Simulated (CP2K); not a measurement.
5-isocyanopyrimidine has these distinct C atoms: C1 (bonded to N), C3 (bonded to 2 C and N), C4 (bonded to C, N and H) and C6 (bonded to 2 N and H).

```xyz
11

C     3.3225   -0.1333    0.3258
N     2.1412   -0.0874    0.2132
C     0.7699   -0.0320    0.0771
C     0.0917    1.1952    0.0088
N    -1.2381    1.2533   -0.1261
C    -1.8834    0.0773   -0.1873
N    -1.3362   -1.1480   -0.1315
C    -0.0062   -1.1996   -0.0003
H     0.6433    2.1362    0.0664
H    -2.9695    0.1226   -0.2919
H     0.4649   -2.1842    0.0459
```

Their partial C K spectra (CP2K XAS_TDP, all-electron GAPW, PBEh(45%), aug-cc-pVDZ, TDA, GW2X-corrected core level, no relativity) are given in random order, each times the number of alike atoms.

Gaussian full width 0.5 eV, oscillator strength per eV, alike atoms added, rows of zeros left out:

| E (eV) | curve 1 | curve 2 | curve 3 | curve 4 |
| --- | --- | --- | --- | --- |
| 286.50 | 0.000 | 0.000 | 0.000 | 0.001 |
| 286.75 | 0.000 | 0.000 | 0.000 | 0.018 |
| 287.00 | 0.000 | 0.000 | 0.005 | 0.124 |
| 287.25 | 0.000 | 0.000 | 0.045 | 0.214 |
| 287.50 | 0.002 | 0.000 | 0.109 | 0.094 |
| 287.75 | 0.028 | 0.000 | 0.068 | 0.010 |
| 288.00 | 0.081 | 0.005 | 0.011 | 0.000 |
| 288.25 | 0.059 | 0.053 | 0.000 | 0.000 |
| 288.50 | 0.011 | 0.164 | 0.000 | 0.000 |
| 288.75 | 0.001 | 0.200 | 0.000 | 0.000 |
| 289.00 | 0.000 | 0.101 | 0.000 | 0.000 |
| 289.25 | 0.000 | 0.016 | 0.000 | 0.000 |
| 289.50 | 0.000 | 0.001 | 0.000 | 0.000 |
| 291.50 | 0.001 | 0.000 | 0.000 | 0.007 |
| 291.75 | 0.003 | 0.000 | 0.002 | 0.038 |
| 292.00 | 0.012 | 0.000 | 0.013 | 0.056 |
| 292.25 | 0.023 | 0.000 | 0.024 | 0.024 |
| 292.50 | 0.022 | 0.000 | 0.011 | 0.015 |
| 292.75 | 0.029 | 0.000 | 0.004 | 0.019 |
| 293.00 | 0.040 | 0.003 | 0.011 | 0.019 |
| 293.25 | 0.025 | 0.008 | 0.012 | 0.013 |
| 293.50 | 0.011 | 0.005 | 0.009 | 0.017 |
| 293.75 | 0.004 | 0.001 | 0.012 | 0.021 |
| 294.00 | 0.012 | 0.003 | 0.007 | 0.017 |
| 294.25 | 0.026 | 0.007 | 0.006 | 0.019 |
| 294.50 | 0.020 | 0.013 | 0.004 | 0.043 |
| 294.75 | 0.017 | 0.011 | 0.011 | 0.039 |
| 295.00 | 0.018 | 0.005 | 0.023 | 0.018 |
| 295.25 | 0.010 | 0.007 | 0.021 | 0.022 |
| 295.50 | 0.007 | 0.010 | 0.017 | 0.035 |
| 295.75 | 0.009 | 0.006 | 0.016 | 0.033 |
| 296.00 | 0.012 | 0.004 | 0.012 | 0.029 |
| 296.25 | 0.012 | 0.011 | 0.007 | 0.038 |
| 296.50 | 0.017 | 0.011 | 0.013 | 0.044 |
| 296.75 | 0.015 | 0.004 | 0.040 | 0.023 |
| 297.00 | 0.004 | 0.003 | 0.046 | 0.012 |
| 297.25 | 0.004 | 0.012 | 0.017 | 0.012 |
| 297.50 | 0.012 | 0.034 | 0.006 | 0.007 |

Which curve belongs to which atom?

Curve 1: C3 (bonded to 2 C and N), leading line at 288.07 eV (f = 0.045 an atom), ionisation energy 294.15 eV, term value 6.08 eV. Curve 2: C1 (bonded to N), leading line at 288.54 eV (f = 0.064 an atom), ionisation energy 295.14 eV, term value 6.60 eV. Curve 3: C6 (bonded to 2 N and H), leading line at 287.54 eV (f = 0.059 an atom), ionisation energy 294.33 eV, term value 6.79 eV. Curve 4: C4 (bonded to C, N and H), leading line at 287.22 eV (f = 0.058 an atom), ionisation energy 294.17 eV, term value 6.95 eV. The leading line of an atom is its first one with 35 % of the strongest within 2.5 eV of its lowest line over the strength cut. A line lies at the core ionisation energy, which rises as an atom loses charge to its neighbours or to a π system, less the term value, which is large for a low π* or σ* orbital with weight on that atom.

[Banner, clock and machine lines of the logs are left out without a mark of their own.]

[Logs are printed without paths, hosts, clocks, repeated set-up lines and the standing remarks that a program may print on its own settings, such as how far it seeks lower states.]

[Hosts, paths, dates, database ids (printed as entryN), source tags and the programs' standing remarks are cut or masked in the printed files.]
